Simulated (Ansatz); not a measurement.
# In chain started as a strip of triangles: period, moment and channels by functional, part 4 of 4

Wanted: the relaxed geometry and the open channels of the In chain started as a strip of triangles, by several methods.

Ansatz 0.2.0; DFT PBE, plane waves, PAW; relaxation of a chain's period (the session's first sound run).

So far, conductance of the lead as this run defines it (G₀): 4.00 in steps 3, 5, 7, 9 and 14.

## (15) A repeat with changed settings: crystal.symmetry = {"detect": false}

This step: DFT PBE, plane waves, PAW; channels and complex bands of a perfect chain; changed: crystal.symmetry = {"detect": false} (Ansatz 0.2.0).

The atoms of the run on the perfect lead (PBE) are kept and the input is varied, to see whether the result depends on it. The ELF is not written this time.

Input file input.yaml:

```yaml
crystal:
  lattice:
    - [9.0, 0.0, 0.0]
    - [0.0, 7.5, 0.0]
    - [0.0, 0.0, 2.9083055932]
  atoms:
    - { symbol: In, position: [0.337878374, 0.5, 0.0] }
    - { symbol: In, position: [0.662121626, 0.5, 0.5] }
  symmetry: { detect: false }
kpoints:
  mp_grid: { grid: [1, 1, 28] }
  band_path: { path: ["Γ", Z], npoints: 60 }
scf:
  occupations: { method: fermi_dirac, width: 0.05 }
hamiltonian:
  xc: pbe
output:
  transmission:
    e_range: [-2, 2]
    de: 0.035
    kmesh: [1, 1]
    reduced_basis: true
    leads: [[0, 0]]
  dos: { projected: true, e_range: [-6, 4] }
  write_potential: true
  write_density: true
  volumetric_format: npy
```

Command:

```console
> ansatz run input.yaml --threads 4 --pin off --max-ram 8192MiB --backend cpu --events-out ev --progress --plain --runs-dir out
```

Numbers of over 12 decimals in the logs are rounded to 6 here.

Output:

```text
[...]
Crystal: 2 atoms, lattice volume = 196.311 Å³
Basis set: ecut = 420 eV, 3823 PW (Γ)
Bands: 17, of which v1, the nominal top of the filled ones, is band 13 counted from 1 (12 counted from 0)
Symmetry: 1 space group operations
k-points: 15 of 28 (time reversal used)
[...]
SCF iter   1: F=—  HF=-11194.408730 eV  |F-HF|=—  |Δ(HF+E_count)|=         —  Δρ=1.36e-3  dr2=9.12e-3  ethr=1.77e-3  ⟨swp⟩=6.4  Hψ=1343  notcnv=0
[...]
SCF iter   7: F=-11194.410856 eV  HF=-11194.410856 eV  |F-HF|=3.62e-9  |Δ(HF+E_count)|=   3.21e-8  Δρ=2.19e-6  dr2=2.40e-8  ethr=3.85e-10  ⟨swp⟩=3.5  Hψ=781  notcnv=0
SCF 1 converged in 7 iterations: F = -11194.410856 eV  dr2 = 2.40e-8
[...]
transmission: 4 of 24 steps passed
transmission: 8 of 24 steps passed
[...]
transmission: 24 of 24 steps passed
[...]
SCF converged after 7 iterations
Free energy (F): -11194.410856 eV
[...]
Internal energy: -11194.397277 eV  (E = F + TS)
E sigma→0 (E₀):  -11194.404066 eV
Entropy (-TS):   -0.013579 eV (-6.789 meV/atom)
Fermi energy:    -0.111975 eV
[...]
--- Band table (eV; the first three rows and the last of 15) ---
  k-point 0: bands = [... 9 lower, -14.3932, -7.3779, -5.2516, -1.0388, -0.7624, 0.9712, 2.7572, 3.5906]
  k-point 1: bands = [... 9 lower, -14.3981, -7.3548, -5.2298, -1.0114, -0.7361, 0.9973, 2.7792, 3.6134]
  k-point 2: bands = [... 9 lower, -14.4124, -7.2853, -5.1642, -0.9294, -0.6573, 1.0756, 2.8453, 3.6815]
  k-point 14: bands = [... 9 lower, -14.2735, -2.4714, -2.4714, -0.4871, -0.4871, 3.5355, 3.5355, 3.7665]
--- Transmission ---
  basis      : 595 plane waves across, 4 finite elements along
  points     : 1, standing for a mesh of 1 x 1
[...]
crystal 0  : In2, at the sites [0, 0], period 2.9083 Å: whole cells are its period
[...]
filled         : 33.1 meV over the level at which it is neutral
    channels       : 4.000000e0 a spin
[...]
```

Wall time 33 s (4 threads of Arm Neoverse V1, shared host); peak memory 0.68 GiB.

This step gave:

* energy at zero smearing: -11194.4041 eV

Open channels of the lead, one spin against energy, zero at the Fermi level:

energy (eV), open channels of the lead, one spin and a bar:
```
    -2.00       2.00 ############
    -1.90       2.00 ############
    -1.79       2.00 ############
    -1.69       2.00 ############
    -1.58       2.00 ############
    -1.48       2.00 ############
    -1.37       0.00 
    -1.23       0.00 
    -1.12       2.00 ############
    -1.02       2.00 ############
    -0.92       3.00 ##################
    -0.81       3.00 ##################
    -0.70       3.00 ##################
    -0.60       4.00 ########################
    -0.49       4.00 ########################
    -0.39       4.00 ########################
    -0.28       4.00 ########################
    -0.18       4.00 ########################
    -0.07       4.00 ########################
    -0.01       4.00 ########################
     0.07       4.00 ########################
     0.17       4.00 ########################
     0.28       4.00 ########################
     0.38       4.00 ########################
     0.48       4.00 ########################
     0.59       4.00 ########################
     0.69       4.00 ########################
     0.80       4.00 ########################
     0.91       4.00 ########################
     1.01       4.00 ########################
     1.11       5.00 ##############################
     1.22       5.00 ##############################
     1.36       5.00 ##############################
     1.47       5.00 ##############################
     1.57       5.00 ##############################
     1.68       5.00 ##############################
     1.78       5.00 ##############################
     1.89       3.00 ##################
     1.99       3.00 ##################
```

It took 33 s against 29 s for the run it varies, and the conductance is 4.00 G₀ against 4.00 G₀.

The channels at the energy nearest the Fermi level, one spin and conductance of the lead as this run defines it stay within 0.2 % plus 0.001 of the run it varies.

## (16) A repeat with changed settings

This step: DFT cam_b3lyp, plane waves, PAW; channels and complex bands of a perfect chain; changed: hamiltonian.xc = "cam_b3lyp" (Ansatz 0.2.0).

The atoms of the run on the perfect lead (PBE) are kept and the input is varied, to see whether the result depends on it. The ELF is not written this time.

Changes to input.yaml since step 15:

```diff
@@ -8,3 +8,2 @@
     - { symbol: In, position: [0.662121626, 0.5, 0.5] }
-  symmetry: { detect: false }
 kpoints:
@@ -15,3 +14,3 @@
 hamiltonian:
-  xc: pbe
+  xc: cam_b3lyp
 output:
```

Output:

```text
Error: 2 input errors — fix all and re-run
  2. output.transmission: <on plane waves> with hamiltonian.xc: <hybrid> with hamiltonian.pseudopotentials.kind: paw|paw_fr|all_electron — under exact exchange what passes the junction is read from bands, and no reading beside the setting named last has been compared with one without it; use kind: nc (spin-orbit decks: nc_fr) or a semilocal functional
```

Wall time 0.02 s (4 threads); peak memory 0.06 GiB.

The program refused the input before any cycle.

The program's message: “Error: 2 input errors — fix all and re-run”

## (17) Outcome

* cell length, PBE: 2.908 Å
* cell length, PBEsol: 2.831 Å
* cell length, LDA: 2.792 Å
* cell length, r2SCAN: 2.844 Å
* cell length, PBE, NC files: 2.904 Å
* cell length, PBE, no spin: 2.908 Å
* conductance, PBE: 4.00 G₀
* conductance, PBEsol: 4.00 G₀
* conductance, LDA: 4.00 G₀
* conductance, r2SCAN: 4.00 G₀
* conductance, with spin-orbit coupling: 4.00 G₀

In words: Under PBE the cell's length is 2.91 Å, no moment survives, and it is a metal with 4 channels a spin next to the Fermi level, 4.00 G₀ at 300 K. The cell's length spans 4.2 % over the functionals, shortest under LDA and longest under PBE. A perfect wire passes every open channel, so the conductance counts half a G₀ for each forward-moving state at the Fermi level, spin by spin. At the relaxed period it forms two rows 2.92 Å apart, with 3.26 Å between atoms of unlike rows and 2.91 Å along a row: a strip of triangles. Transport is coherent and elastic here: the atoms are frozen, so scattering by vibrations plays no part.

[Logs are printed without paths, hosts, clocks, repeated set-up lines and the standing remarks that a program may print on its own settings, such as how far it seeks lower states.]

[Hosts, paths, dates, database ids (printed as entryN), source tags and the programs' standing remarks are cut or masked in the printed files.]
